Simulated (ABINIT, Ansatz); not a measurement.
# CsH3Pb (Pm-3m): zone-centre phonons, part 2 of 4

Which modes does CsH3Pb (Pm-3m) have at the zone centre?

ABINIT 10.8.3; DFT LDA, scalar-relativistic, plane waves, PseudoDojo norm-conserving pseudopotentials.

So far. Step 2 (Relaxing the cell and atoms): The volume changes by -1.1 % from the cell with which this run began. The relaxed cell has a = 4.481 Å (conventional setting).

The structure was built from a prototype and need not be the compound's stable phase.

### 4. Linear response at Γ

At q = 0 one unit cell holds all displacements. The response is solved for single atoms along the cell's directions, and symmetry skips those that follow from others. The crystal is treated as a metal, which screens a static field, so no field response is asked.

dfpt_gamma.abi reads:

```

# common to the responses
getwfk_filepath "gso_WFK"
kptopt 2
nqpt 1
qpt 0.0 0.0 0.0
asr 0
chneut 0

# displacements
rfphon 1
rfatpol 1 5
rfdir 1 1 1
tolvrs 1.0d-10
prtwf 0

# basis, mesh and filling
ecut 31.0
ngkpt 6 6 6
nshiftk 1
shiftk 0.0 0.0 0.0
istwfk *1
occopt 3
tsmear 0.01
nband 20
nstep 100
diemac 1000000.0
prtebands 0
prtgsr 0

# cell and atoms
acell 3*1.0 Angstrom
rprim 
    4.481475715 0.0 0.0
    0.0 4.481475715 0.0
    0.0 0.0 4.481475715
ntypat 3
znucl 55 82 1
natom 5
typat 1 2 3 3 3
xred 
    0.0 0.0 0.0
    0.5 0.5 0.5
    0.5 0.5 0.0
    0.5 0.0 0.5
    0.0 0.5 0.5
pp_dirpath "./pseudo"
pseudos "Cs.upf, Pb.upf, H.upf"
```

Launch:

```
$ OMP_NUM_THREADS=1 mpirun -n 4 abinit dfpt_gamma.abi > dfpt_gamma.log
```

Numbers of over 12 decimals in the logs are rounded to 6 here.

dfpt_gamma.abo, the main output file:

```text
[banners, grids, parts of the stress and lines that vanish by symmetry left out]
- input  file    -> dfpt_gamma.abi
- output file    -> dfpt_gamma.abo
- root for input  files -> dfpt_gammai
- root for output files -> dfpt_gammao

 Symmetries : space group Pm -3 m (#221); Bravais cP (primitive cubic)
================================================================================
 Values of the parameters that define the memory need of the present run (RF).
     intxc =       0      iscf =       7    lmnmax =       8     lnmax =       8
     mgfft =      45  mpssoang =       4    mqgrid =    3001     natom =       5
  nloc_mem =       1    nspden =       1   nspinor =       1    nsppol =       1
      nsym =      48    n1xccc =    2501    ntypat =       3    occopt =       3
   xclevel =       1
-    mband =          20        mffmem =           1         mkmem =          28
-   mkqmem =          28        mk1mem =          28           mpw =        5056
      nfft =       91125          nkpt =         112
- my_mband =          20
================================================================================
================================================================================

--------------------------------------------------------------------------------
------------- Echo of variables that govern the present computation ------------
--------------------------------------------------------------------------------
-
- outvars: echo of selected default values
-   iomode0 =  0 , fftalg0 =312 , wfoptalg0 =  0
-
- outvars: echo of global parameters not present in the input file
-  max_nthreads =    1
-
 -outvars: echo values of preprocessed input variables
 [... echo left out ...]
================================================================================

 chkinp: Checking input parameters for consistency.

[...]
== DATASET  1 ==================================================================
-   mpi_nproc: 4, omp_nthreads: 1 (-1 if OMP is not activated)

--- !DatasetInfo
iteration_state: {dtset: 1, }
dimensions: {natom: 5, nkpt: 112, mband: 20, nsppol: 1, nspinor: 1, nspden: 1, mpw: 5056, }
cutoff_energies: {ecut:  31.0, pawecutdg:  -1.0, }
electrons: {nelect:   2.60000000E+01, charge:   0.00000000E+00, occopt:   3.00000000E+00, tsmear:   1.00000000E-02, }
meta: {optdriver: 1, rfphon: 1, }
...

 mkfilename: getwfk from: gso_WFK

 Real(R)+Recip(G) space primitive vectors, cartesian coordinates (Bohr,Bohr^-1):
 R(1)=  8.4687617  0.0000000  0.0000000  G(1)=  0.1180810  0.0000000  0.0000000
 R(2)=  0.0000000  8.4687617  0.0000000  G(2)=  0.0000000  0.1180810  0.0000000
 R(3)=  0.0000000  0.0000000  8.4687617  G(3)=  0.0000000  0.0000000  0.1180810
 Unit cell volume ucvol=  6.0737896E+02 bohr^3
 Angles (23,13,12)=  9.00000000E+01  9.00000000E+01  9.00000000E+01 degrees
 setup1 : take into account q-point for computing boxcut.

 getcut: wavevector=  0.0000  0.0000  0.0000  ngfft=  45  45  45
         ecut(hartree)=     31.000   => boxcut(ratio)=   2.07294

--- Pseudopotential description ------------------------------------------------
- pspini: atom type   1  psp file is ./pseudo/Cs.upf

- pspini: atom type   2  psp file is ./pseudo/Pb.upf

- pspini: atom type   3  psp file is ./pseudo/H.upf

   1.73918718E+03                                ecore*ucvol(ha*bohr**3)
--------------------------------------------------------------------------------

 ==>  initialize data related to q vector <==

 The list of irreducible perturbations for this q vector is:
    1)    idir= 1    ipert=   1
    2)    idir= 1    ipert=   2
    3)    idir= 1    ipert=   3
    4)    idir= 3    ipert=   3

[...]
The perturbation idir=   2  ipert=   1 is
 symmetric of a previously calculated perturbation.
 So, its SCF calculation is not needed.

 The perturbation idir=   3  ipert=   1 is
 symmetric of a previously calculated perturbation.
 So, its SCF calculation is not needed.

 The perturbation idir=   2  ipert=   2 is
 symmetric of a previously calculated perturbation.
 So, its SCF calculation is not needed.

 The perturbation idir=   3  ipert=   2 is
 symmetric of a previously calculated perturbation.
 So, its SCF calculation is not needed.

[...]
The perturbation idir=   2  ipert=   5 is
 symmetric of a previously calculated perturbation.
 So, its SCF calculation is not needed.

 The perturbation idir=   3  ipert=   5 is
 symmetric of a previously calculated perturbation.
 So, its SCF calculation is not needed.

--------------------------------------------------------------------------------
 Perturbation wavevector (in red.coord.)   0.000000  0.000000  0.000000
 Perturbation : displacement of atom   1   along direction   1
 Found     8 symmetries that leave the perturbation invariant.

[...]
dfpt_looppert : total number of electrons, from k and k+q
  fully or partially occupied states are    2.600000E+01 and    2.600000E+01.
 Initialisation of the first-order wave-functions :
  ireadwf=   0

--- !BeginCycle
iteration_state: {dtset: 1, }
solver: {iscf: 7, nstep: 100, nline: 4, wfoptalg: 0, }
tolerances: {tolvrs: 1.00E-10, }
...

     iter   2DEtotal(Ha)        deltaE(Ha) residm    vres2
-ETOT  1   1.812710     -6.928E+02 3.501E+00 2.308E+02
 ETOT  2   1.095597     -7.171E-01 1.675E-01 2.131E+01
 ETOT  3   1.063198     -3.240E-02 3.799E-02 4.634E+00
 ETOT  4   1.061098     -2.100E-03 1.113E-02 2.660E-02
 ETOT  5   1.061017     -8.163E-05 4.249E-03 2.205E-03
[...]
At SCF step   12       vres2   =  8.51E-11 < tolvrs=  1.00E-10 =>converged.
[...]
Mean square residual over all n,k,spin=   31.115E-10; max=  21.692E-07

 Thirteen components of 2nd-order total energy (hartree) are
 1,2,3: 0th-order hamiltonian combined with 1st-order wavefunctions
     kin0=   4.76926256E+02 eigvalue=   4.85205956E+01  local=  -3.59241647E+02
 4,5,6: 1st-order hamiltonian combined with 1st and 0th-order wfs
 loc psp =  -5.53256383E+02  Hartree=   1.98450893E+02     xc=  -5.22445356E+01
 note that "loc psp" includes a xc core correction that could be resolved
 7,8,9: eventually, occupation + non-local contributions
    edocc=   6.77573223E+01     enl0=   3.13347368E+02   enl1=  -8.33776121E+02
 1-9 gives the relaxation energy (to be shifted if some occ is /=2.0)
   erelax=  -6.93516252E+02
 10,11,12 Non-relaxation  contributions : frozen-wavefunctions and Ewald
 fr.local=   1.96087825E+02 fr.nonlo=   4.18611624E+02  Ewald=   7.56763410E+01
 13,14 Frozen wf xc core corrections (1) and (2)
 frxc 1  =  -8.29922511E+01  frxc 2 =   8.71937213E+01
 Resulting in :
 2DEtotal=    0.1061008917E+01 Ha. Also 2DEtotal=    0.288715234614E+02 eV
    (2DErelax=   -6.9351625152E+02 Ha. 2DEnonrelax=    6.9457726043E+02 Ha)
    (  non-var. 2DEtotal :    1.0610085717E+00 Ha)

[...]
Perturbation wavevector (in red.coord.)   0.000000  0.000000  0.000000
 Perturbation : displacement of atom   2   along direction   1
 Found     8 symmetries that leave the perturbation invariant.

[...]
dfpt_looppert : total number of electrons, from k and k+q
  fully or partially occupied states are    2.600000E+01 and    2.600000E+01.
 Initialisation of the first-order wave-functions :
  ireadwf=   0

--- !BeginCycle
iteration_state: {dtset: 1, }
solver: {iscf: 7, nstep: 100, nline: 4, wfoptalg: 0, }
tolerances: {tolvrs: 1.00E-10, }
...

     iter   2DEtotal(Ha)        deltaE(Ha) residm    vres2
-ETOT  1   4.655041     -1.356E+04 2.090E+01 4.549E+02
[...]
At SCF step   11       vres2   =  2.19E-11 < tolvrs=  1.00E-10 =>converged.
[...]
Mean square residual over all n,k,spin=   11.159E-11; max=  16.437E-09

 Thirteen components of 2nd-order total energy (hartree) are
 1,2,3: 0th-order hamiltonian combined with 1st-order wavefunctions
     kin0=   1.62652545E+04 eigvalue=   1.44973061E+03  local=  -8.68727094E+03
 4,5,6: 1st-order hamiltonian combined with 1st and 0th-order wfs
 loc psp =  -4.04614659E+03  Hartree=   1.32601287E+03     xc=  -2.07151321E+02
 note that "loc psp" includes a xc core correction that could be resolved
 7,8,9: eventually, occupation + non-local contributions
    edocc=   2.34064609E+01     enl0=   3.39261703E+03   enl1=  -2.30790518E+04
 1-9 gives the relaxation energy (to be shifted if some occ is /=2.0)
   erelax=  -1.35625992E+04
 10,11,12 Non-relaxation  contributions : frozen-wavefunctions and Ewald
 fr.local=   1.85994226E+03 fr.nonlo=   1.15254408E+04  Ewald=   8.30955901E+01
 13,14 Frozen wf xc core corrections (1) and (2)
 frxc 1  =  -5.18494310E+02  frxc 2 =   6.13979013E+02
 Resulting in :
 2DEtotal=    0.1364224965E+01 Ha. Also 2DEtotal=    0.371224524579E+02 eV
    (2DErelax=   -1.3562599173E+04 Ha. 2DEnonrelax=    1.3563963398E+04 Ha)
    (  non-var. 2DEtotal :    1.3642243421E+00 Ha)

[...]
Perturbation wavevector (in red.coord.)   0.000000  0.000000  0.000000
 Perturbation : displacement of atom   3   along direction   1
 Found     4 symmetries that leave the perturbation invariant.

[...]
dfpt_looppert : total number of electrons, from k and k+q
  fully or partially occupied states are    2.600000E+01 and    2.600000E+01.
 Initialisation of the first-order wave-functions :
  ireadwf=   0

--- !BeginCycle
iteration_state: {dtset: 1, }
solver: {iscf: 7, nstep: 100, nline: 4, wfoptalg: 0, }
tolerances: {tolvrs: 1.00E-10, }
...

     iter   2DEtotal(Ha)        deltaE(Ha) residm    vres2
-ETOT  1  0.834742     -6.566E+01 2.663E-01 9.172E+02
[...]
At SCF step   11       vres2   =  3.11E-11 < tolvrs=  1.00E-10 =>converged.
[...]
Mean square residual over all n,k,spin=   11.348E-10; max=  47.149E-08

 Thirteen components of 2nd-order total energy (hartree) are
 1,2,3: 0th-order hamiltonian combined with 1st-order wavefunctions
     kin0=   7.11715983E+01 eigvalue=  -8.71110756E-01  local=  -1.45866287E+01
 4,5,6: 1st-order hamiltonian combined with 1st and 0th-order wfs
 loc psp =  -9.55603959E+01  Hartree=   1.51627442E+01     xc=  -9.12406796E+00
 note that "loc psp" includes a xc core correction that could be resolved
 7,8,9: eventually, occupation + non-local contributions
    edocc=   4.46859755E+00     enl0=  -3.50490841E-01   enl1=  -3.61808882E+01
 1-9 gives the relaxation energy (to be shifted if some occ is /=2.0)
   erelax=  -6.58706423E+01
 10,11,12 Non-relaxation  contributions : frozen-wavefunctions and Ewald
 fr.local=   5.66691454E+01 fr.nonlo=   1.82327429E+01  Ewald=  -8.40543251E+00
 13,14 Frozen wf xc core corrections (1) and (2)
 frxc 1  =   0.00000000E+00  frxc 2 =   0.00000000E+00
 Resulting in :
 2DEtotal=    0.6258134696E+00 Ha. Also 2DEtotal=    0.170292520393E+02 eV
    (2DErelax=   -6.5870642301E+01 Ha. 2DEnonrelax=    6.6496455770E+01 Ha)
    (  non-var. 2DEtotal :    6.2581375646E-01 Ha)

[...]
Perturbation wavevector (in red.coord.)   0.000000  0.000000  0.000000
 Perturbation : displacement of atom   3   along direction   3
 Found     8 symmetries that leave the perturbation invariant.

--------------------------------------------------------------------------------

--------------------------------------------------------------------------------

 dfpt_looppert : total number of electrons, from k and k+q
  fully or partially occupied states are    2.600000E+01 and    2.600000E+01.
 Initialisation of the first-order wave-functions :
  ireadwf=   0

--- !BeginCycle
iteration_state: {dtset: 1, }
solver: {iscf: 7, nstep: 100, nline: 4, wfoptalg: 0, }
tolerances: {tolvrs: 1.00E-10, }
...

     iter   2DEtotal(Ha)        deltaE(Ha) residm    vres2
-ETOT  1  -1.643593     -7.014E+01 4.994E-01 4.151E+02
[...]
ETOT 12  -1.867765     -9.607E-12 3.116E-09 9.265E-10
 ETOT 13  -1.867765      0.000E+00 4.606E-09 4.039E-13

 At SCF step   13       vres2   =  4.04E-13 < tolvrs=  1.00E-10 =>converged.
[...]
Mean square residual over all n,k,spin=   96.668E-13; max=  46.057E-10

 Thirteen components of 2nd-order total energy (hartree) are
 1,2,3: 0th-order hamiltonian combined with 1st-order wavefunctions
     kin0=   7.30712705E+01 eigvalue=  -6.09370627E-01  local=  -1.63539817E+01
 4,5,6: 1st-order hamiltonian combined with 1st and 0th-order wfs
 loc psp =  -1.02973520E+02  Hartree=   1.73397141E+01     xc=  -1.04259575E+01
 note that "loc psp" includes a xc core correction that could be resolved
 7,8,9: eventually, occupation + non-local contributions
    edocc=   8.20073030E+00     enl0=  -8.61646299E-01   enl1=  -3.77479974E+01
 1-9 gives the relaxation energy (to be shifted if some occ is /=2.0)
   erelax=  -7.03607589E+01
 10,11,12 Non-relaxation  contributions : frozen-wavefunctions and Ewald
 fr.local=  -2.70133262E+00 fr.nonlo=   1.72872154E+01  Ewald=   5.39071106E+01
 13,14 Frozen wf xc core corrections (1) and (2)
 frxc 1  =   0.00000000E+00  frxc 2 =   0.00000000E+00
 Resulting in :
 2DEtotal=   -0.1867765481E+01 Ha. Also 2DEtotal=   -0.508244879138E+02 eV
    (2DErelax=   -7.0360758870E+01 Ha. 2DEnonrelax=    6.8492993389E+01 Ha)
    (  non-var. 2DEtotal :   -1.8677654414E+00 Ha)

[...]
---- first-order wavefunction calculations are completed ----

 ==> Compute Derivative Database <==

 [... matrices left out ...]
  Phonon wavevector (reduced coordinates) :  0.00000  0.00000  0.00000
 Phonon energies in Hartree :
  -3.809078E-03 -3.809078E-03 -3.809078E-03 -1.875597E-06 -1.875596E-06
  -1.875592E-06  3.199312E-04  3.199312E-04  3.199312E-04  2.166714E-03
   2.166714E-03  2.166714E-03  2.268884E-03  2.268884E-03  2.268884E-03
 Phonon frequencies in cm-1    :
- -8.359961E+02 -8.359961E+02 -8.359961E+02 -4.116460E-01 -4.116458E-01
- -4.116450E-01  7.021679E+01  7.021679E+01  7.021679E+01  4.755388E+02
-  4.755388E+02  4.755388E+02  4.979625E+02  4.979625E+02  4.979625E+02

== END DATASET(S) ==============================================================
================================================================================

 -outvars: echo values of variables after computation
            acell      1.8897261259E+00  1.8897261259E+00  1.8897261259E+00 Bohr
           etotal     -1.8677654808E+00
            fcart      0.0000000000E+00  0.0000000000E+00  0.0000000000E+00
           strten      0.0000000000E+00  0.0000000000E+00  0.0000000000E+00
================================================================================
```

Wall time 9.4 min (4 MPI ranks of Intel Xeon Platinum 8259CL at 2.50GHz (Skylake/Cascade Lake), shared host); 38 min of CPU time.

Numbers from this step:

```
largest acoustic frequency at the zone centre before the sum rule : -0.41 cm⁻¹
highest optical zone-centre mode (no LO-TO term)                  : 498.0 cm⁻¹
lowest optical zone-centre mode                                   : -836 cm⁻¹
```

The acoustic modes at Γ come out as far as 0.4 cm⁻¹ from zero, where they should vanish, a small numerical error. The lowest optical mode is imaginary, 836i cm⁻¹, an instability at this level and on this k mesh.

(Part 2 of 4 ends here.)

[Host names and launcher messages were left out of these logs when they were recorded.]

[Logs are printed without paths, hosts, clocks, repeated set-up lines and the standing remarks that a program may print on its own settings, such as how far it seeks lower states.]

[Hosts, paths, dates, database ids (printed as entryN), source tags and the programs' standing remarks are cut or masked in the printed files.]
